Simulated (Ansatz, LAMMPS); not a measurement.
# Amorphous film on crystalline C, (100) (216 atoms): geometry optimisation

Aim: bring amorphous film on crystalline C, (100) (216 atoms) to a nearby minimum of the energy and see what moves.

Calculated with Ansatz 0.2.0; Kohn-Sham DFT, LDA, PAW (set soft_2), plane waves.

## (1) The starting structure

The cell holds 216 atoms: 216 C. Cell: a = 10.698 Å, b = 10.698 Å, c = 22.983 Å, α = 90.0°, β = 90.0°, γ = 90.0°. It derives from C (diamond C). A 3 x 3 x 3 block of diamond C (a = 3.566 Å) with its (100) planes normal to z; the lower 33 % held fixed, the rest melted at 8000 K for 10 ps and cooled to 300 K at 100 K/ps with the Tersoff potential (Tersoff, Phys. Rev. B 39, 5566 (1989)); then all atoms free for 10 ps at 300 K, under 12 Å of vacuum. Regions: crystal, 72 atoms (72 C); amorphous, 144 atoms (144 C). Vacuum lies along c.

What the set-up can't give: The network of bonds at the start is that of the classical potential that made the cell. The main run has no spin polarisation, so any moments at edges, vacancies or dangling bonds can't form in it. Sampling is at Γ alone, for a cell whose shortest periodic width is 11 Å.

## (2) Making the structure

A classical potential supplies the starting structure, since it reaches far longer times than DFT.

This step: classical MD, Tersoff potential (Tersoff, Phys. Rev. B 39, 5566 (1989)) (LAMMPS 22 Jul 2025 - Update 4).

The input, in.lmp:

```
# amorphous film on crystalline C, (100)
units metal
atom_style atomic
boundary p p p
read_data data.lmp
pair_style tersoff
pair_coeff * * SiCGe.tersoff C
neigh_modify delay 0 every 1 check yes
thermo_style custom step time temp pe press density
thermo_modify norm yes
timestep 0.0005
thermo 100
group xtal id <= 72
group hot subtract all xtal
fix hold xtal setforce 0 0 0
compute th hot temp
thermo_modify temp th
fix wall hot indent 10.0 plane z 11.48 hi units box
minimize 1e-4 1e-4 200 2000
reset_timestep 0
velocity hot create 8000 579013 mom yes dist gaussian
fix lim hot nve/limit 0.05
fix lan hot langevin 8000 8000 0.05 579014
thermo 500
run 1000 post no
unfix lim
unfix lan
thermo 3333
fix md hot nvt temp 8000 8000 0.05
run 20000 post no
unfix md
thermo 19250
fix md hot nvt temp 8000 300 0.05
run 154000 post no
unfix md
unfix hold
unfix wall
thermo_modify temp thermo_temp
velocity xtal create 300 579016 mom yes dist gaussian
thermo 5000
fix md all nvt temp 300 300 0.05
run 20000 post no
unfix md
write_dump all custom end.dump id type xs ys zs modify sort id
```

Launch:

```bash
> lmp -in in.lmp -log none -nocite
```

Output:

```text
LAMMPS (22 Jul 2025 - Update 4)
Reading data file ...
  orthogonal box = (0 0 0) to (10.698 10.698 22.98329)
  216 atoms
WARNING: Temperature for thermo pressure is not for group all
   Step          Time           Temp          PotEng         Press         Density
         0   0              0             -6.8403152     -58979.453      1.6378141
         9   0.0045         0             -6.8997217      1049.8675      1.6378141
Loop time of 0.0049273 s on 1 MPI rank(s) for 9 steps with 216 atoms
Minimization stats:
  Stopping criterion = energy tolerance
  Energy initial, next-to-last, final =
[... 16 lines left out ...]
[... 1 line left out ...]
Loop time of 4.8632 s on 1 MPI rank(s) for 20000 steps with 216 atoms
   Step          Time           Temp          PotEng         Press         Density
[... 10 lines left out ...]
Loop time of 32.8484 s on 1 MPI rank(s) for 154000 steps with 216 atoms
   Step          Time           Temp          PotEng         Press         Density
[... 1 line left out ...]
    180000   90             299.54226     -6.8499878      18274.456      1.6378141
    185000   92.5           312.25915     -6.8521675      18921.509      1.6378141
    190000   95             290.05664     -6.8498324      14690.666      1.6378141
    195000   97.5           269.0595      -6.8501116      17236.634      1.6378141
Loop time of 3.9512 s on 1 MPI rank(s) for 20000 steps with 216 atoms
```

Elapsed: 42 s, on 1 thread of Arm Neoverse V2, shared host; peak memory 0.087 GiB.

The input also reads data.lmp (atoms, bonds and types; not printed here).

## (3) Single point at the start

The forces at the start show how far the geometry lies from a minimum of this functional.

The input, input.yaml:

```yaml
crystal:
  lattice:
    - [10.698, 0.0, 0.0]
    - [0.0, 10.698, 0.0]
    - [0.0, 0.0, 22.98329]
  atoms:
    - { symbol: C, position: [0.01834, 0.78256, 0.95181] }
    - { symbol: C, position: [0.10277, 0.87134, 0.98435] }
    - { symbol: C, position: [0.01965, 0.95112, 0.02644] }
    - { symbol: C, position: [0.10468, 0.03615, 0.0675] }
    - { symbol: C, position: [0.1819, 0.78924, 0.02282] }
    - { symbol: C, position: [0.26638, 0.87444, 0.06522] }
    - { symbol: C, position: [0.18232, 0.96607, 0.95254] }
    - { symbol: C, position: [0.2713, 0.04286, 0.98641] }
    - { symbol: C, position: [0.01828, 0.12174, 0.95651] }
    - { symbol: C, position: [0.1023, 0.20339, 0.9923] }
    - { symbol: C, position: [0.02155, 0.28967, 0.03039] }
    - { symbol: C, position: [0.10872, 0.36946, 0.06858] }
    - { symbol: C, position: [0.18834, 0.11983, 0.03068] }
    - { symbol: C, position: [0.27644, 0.20256, 0.0679] }
    - { symbol: C, position: [0.18245, 0.28562, 0.95852] }
    - { symbol: C, position: [0.2705, 0.36706, 0.98893] }
    - { symbol: C, position: [0.02219, 0.45025, 0.95637] }
    - { symbol: C, position: [0.10874, 0.53089, 0.98958] }
    - { symbol: C, position: [0.02194, 0.62391, 0.0268] }
    - { symbol: C, position: [0.09842, 0.70626, 0.06468] }
    - { symbol: C, position: [0.18839, 0.45189, 0.02841] }
    - { symbol: C, position: [0.26802, 0.53618, 0.06627] }
    - { symbol: C, position: [0.19082, 0.61573, 0.95568] }
    - { symbol: C, position: [0.27319, 0.70361, 0.98657] }
    - { symbol: C, position: [0.35726, 0.78482, 0.953] }
    - { symbol: C, position: [0.44319, 0.87054, 0.9863] }
    - { symbol: C, position: [0.35263, 0.9557, 0.02437] }
    - { symbol: C, position: [0.43838, 0.03347, 0.06795] }
    - { symbol: C, position: [0.52334, 0.78349, 0.02784] }
    - { symbol: C, position: [0.60359, 0.87153, 0.06745] }
    - { symbol: C, position: [0.51936, 0.95529, 0.95069] }
    - { symbol: C, position: [0.60136, 0.03585, 0.98818] }
    [... 178 atom lines left out ...]
    - { symbol: C, position: [0.76373, 0.00188, 0.32167] }
    - { symbol: C, position: [0.74058, 0.13903, 0.39748] }
    - { symbol: C, position: [0.95097, 0.67685, 0.20287] }
    - { symbol: C, position: [0.82585, 0.77377, 0.36323] }
    - { symbol: C, position: [0.73815, 0.22667, 0.30277] }
    - { symbol: C, position: [0.43231, 0.24721, 0.20231] }
kpoints:
  mp_grid: { grid: [1, 1, 1] }
hamiltonian:
  xc: lda
scf:
  occupations: { method: fermi_dirac, width: 0.025 }
output:
  forces: true
```

Launch:

```bash
> ansatz run input.yaml --threads 4 --pin off --max-ram 8192MiB --backend cpu --events-out ev --progress --plain --runs-dir out
```

Output:

```text
Engine: ansatz 0.2.0, aarch64-unknown-linux-gnu
Pseudopotentials: kind: paw
Pseudopotential: C, paw, valence charge 4, recommended cutoff 420 eV (normal), C.paw.azcp
[... 3 lines on functional and potentials left out ...]
Crystal: 216 atoms, lattice volume = 2630.373 Å³
Basis set: ecut = 420 eV, 51353 PW (Γ)
Bands: 648, of which v1, the nominal top of the filled ones, is band 432 counted from 1 (431 counted from 0)
Symmetry: 1 space group operations
Space group: P1 (ITA 1), of the structure as read, at distance tolerance 1.4e-4 Å
k-points: 1
[... 4 lines on functional and potentials left out ...]
Initial density: superposition of atomic densities (neutral atoms: chi_scale 0, normalization atom), corrected by the library's trained network
Initial wavefunctions: pseudopotential atomic-orbital guess
Functional: x = slater, c = lda
SCF iter   1: F=—  HF=-52291.805899 eV  |F-HF|=—  |Δ(HF+E_count)|=         —  Δρ=2.49e-2  dr2=2.26e2  ethr=1.77e-3  ⟨swp⟩=7.0  Hψ=3322  notcnv=0  defer=167
preconditioner: auto → LDOS  [metal: Δε(μ)=0.043 eV  Ē_g=14.367 eV  σ=0.025 eV  W_gap=0.41  n_scr=508 (ndim 8)  ℏωp=21.3 eV  f_vac=0.389  D(μ)=57.17/eV (n_scr^D=346)  β→1.0]
SCF iter   2: F=—  HF=-52288.628655 eV  |F-HF|=—  |Δ(HF+E_count)|=    3.18e0  Δρ=1.63e-2  dr2=2.98e1  ethr=1.77e-3  ⟨swp⟩=2.0  Hψ=822  notcnv=0  defer=195
SCF iter   3: F=—  HF=-52287.233723 eV  |F-HF|=—  |Δ(HF+E_count)|=    1.39e0  Δρ=5.81e-3  dr2=2.17e0  ethr=1.77e-3  ⟨swp⟩=2.0  Hψ=554  notcnv=0  defer=195
SCF iter   4: F=—  HF=-52287.081349 eV  |F-HF|=—  |Δ(HF+E_count)|=   1.52e-1  Δρ=1.94e-3  dr2=2.16e-1  ethr=2.51e-4  ⟨swp⟩=2.0  Hψ=643  notcnv=0  defer=195
SCF iter   5: F=—  HF=-52287.071790 eV  |F-HF|=—  |Δ(HF+E_count)|=   9.56e-3  Δρ=1.05e-3  dr2=8.69e-2  ethr=2.50e-5  ⟨swp⟩=4.0  Hψ=824  notcnv=0  defer=195
SCF iter   6: F=—  HF=-52287.066771 eV  |F-HF|=—  |Δ(HF+E_count)|=   5.02e-3  Δρ=4.03e-4  dr2=9.87e-3  ethr=1.01e-5  ⟨swp⟩=3.0  Hψ=750  notcnv=0  defer=193
SCF iter   7: F=—  HF=-52287.066288 eV  |F-HF|=—  |Δ(HF+E_count)|=   4.84e-4  Δρ=1.84e-4  dr2=1.88e-3  ethr=1.14e-6  ⟨swp⟩=2.0  Hψ=873  notcnv=0  defer=193
SCF iter   8: F=—  HF=-52287.066243 eV  |F-HF|=—  |Δ(HF+E_count)|=   4.46e-5  Δρ=8.91e-5  dr2=4.10e-4  ethr=2.17e-7  ⟨swp⟩=3.0  Hψ=521  notcnv=0  defer=193
SCF iter   9: F=—  HF=-52287.066279 eV  |F-HF|=—  |Δ(HF+E_count)|=   3.57e-5  Δρ=3.91e-5  dr2=7.50e-5  ethr=4.75e-8  ⟨swp⟩=3.0  Hψ=636  notcnv=0  defer=193
SCF iter  10: F=—  HF=-52287.068329 eV  |F-HF|=—  |Δ(HF+E_count)|=   2.05e-3  Δρ=1.97e-5  dr2=1.94e-5  ethr=8.68e-9  ⟨swp⟩=2.0  Hψ=892  notcnv=0  defer=193
SCF iter  11: F=—  HF=-52287.068332 eV  |F-HF|=—  |Δ(HF+E_count)|=   2.80e-6  Δρ=9.21e-6  dr2=4.47e-6  ethr=2.25e-9  ⟨swp⟩=2.0  Hψ=505  notcnv=0  defer=193
SCF iter  12: F=—  HF=-52287.068333 eV  |F-HF|=—  |Δ(HF+E_count)|=   6.91e-7  Δρ=3.96e-6  dr2=7.74e-7  ethr=5.17e-10  ⟨swp⟩=2.0  Hψ=573  notcnv=0  defer=193
SCF iter  13: F=—  HF=-52287.068333 eV  |F-HF|=—  |Δ(HF+E_count)|=   6.79e-8  Δρ=2.02e-6  dr2=1.90e-7  ethr=8.95e-11  ⟨swp⟩=2.0  Hψ=640  notcnv=0  defer=193
SCF iter  14: F=-52287.068333 eV  HF=-52287.068333 eV  |F-HF|=3.80e-8  |Δ(HF+E_count)|=   1.79e-8  Δρ=1.15e-6  dr2=5.98e-8  ethr=1.16e-11  ⟨swp⟩=3.0  Hψ=1515  notcnv=0
SCF 1 converged in 14 iterations: F = -52287.068333 eV  dr2 = 5.98e-8
  greatest PAW one-centre occupation: 0.689 electrons in one spin orbital (limit 2), on the C atom at site 211 (counted from 0), in its partial waves of l = 0
SCF converged after 14 iterations
Free energy (F): -52287.068333 eV
Harris-Foulkes:  -52287.068333 eV  (|F-HF|=3.80e-8)
Internal energy: -52286.951740 eV  (E = F + TS)
E sigma→0 (E₀):  -52287.010036 eV
Entropy (-TS):   -0.116593 eV (-0.540 meV/atom)
Fermi energy:    2.901686 eV
--- Per-component energies (eV) ---
  E_band       = -5028.105484
  E_kinetic    = 19323.122062
  E_local      = -471863.088272  (includes V_loc(G=0)·N_el)
  E_nonlocal   = 6026.164541
  E_hartree    = 227870.772454
  E_xc         = -10207.097753
  E_vxc        = -12688.162921  (∫ρ·V_xc dr)
  E_paw        = -19772.993452  (= ΣΔE_a)
  E_vpaw       = -1567.660376  (= ΣTr[D̂ρ^β])
  E_aug_tail   = 0.001909  (compensation charges beyond the density's cutoff)
  E_ewald      = 196322.594951
  E_core_change = 13.571821  (= ΣΔE_core)
  E_smearing   = -0.116593  (= −TS)
  E_closure    = -0.000000  (closes the sum)
  Σ components = -52287.068333   (vs F -52287.068333, Δ=0.00e0)
--- Forces (eV/Å), atoms counted from 1 ---
  atom   1  C      0.69382440     1.41872043    -0.11002517
  atom   2  C     -0.14483219     0.22136945     0.05885927
  atom   3  C      0.32415078    -0.16499675     1.99379686
  atom   4  C     -0.79982767    -0.32374258    -1.33850471
  atom   5  C      1.12625584     0.44525722     2.10711541
  atom   6  C      1.33367832    -1.77261498    -0.66377034
  atom   7  C     -1.17215632    -0.66345274    -0.08268814
  atom   8  C     -0.73317718    -1.42510650     1.09310288
  atom   9  C      1.07365735    -0.00578214    -0.26747217
  atom  10  C      0.09182825    -0.25658276    -0.33647224
  atom  11  C      0.32778359    -0.74418712    -0.06541900
  atom  12  C     -0.81003909     0.89474489     0.18990320
  atom  13  C      0.13117430     0.26291715    -0.29491043
  atom  14  C     -0.61390950    -0.43722781    -1.21603581
[...]
atom 215  C     -2.83691688     2.09662769    -0.88334356
  atom 216  C      2.02135395     1.11877009    -1.92706806
  max |Σ_I F_I| component: 2.74e-4 eV/Å
```

The job ended after 54 s (4 threads of Arm Neoverse V2, shared host; peak memory 3.8 GiB).

The column dr2 measures how far the density is from self-consistency, as an energy; F and HF (Harris–Foulkes) agree once it is small.

The run gave:

* free energy: -52287.0683 eV
* free energy per atom: -242.0698 eV/atom
* SCF cycles: 14
* r.m.s. force component: 1.339 eV/Å
* longest force: 6.041 eV/Å
* Fermi energy: 2.902 eV

The r.m.s. force component of 1.3 eV/Å sets the starting point.

Neighbours are counted within 1.85 Å (C-C).

Length of the force by element and coordination:

```
element  coordination  atoms  mean length of the force (eV/Å)  spread  least  most
      C           all    216                             2.07    1.05  0.267  6.04
      C             2     20                             1.42   0.961  0.399  4.42
      C             3    120                             2.52    1.03  0.434  6.04
      C             4     76                             1.53   0.703  0.267  3.23
```

(Part 1 of 2 ends here.)

[Logs are printed without paths, hosts, clocks, repeated set-up lines and the standing remarks that a program may print on its own settings, such as how far it seeks lower states.]

[Hosts, paths, dates, database ids (printed as entryN), source tags and the programs' standing remarks are cut or masked in the printed files.]
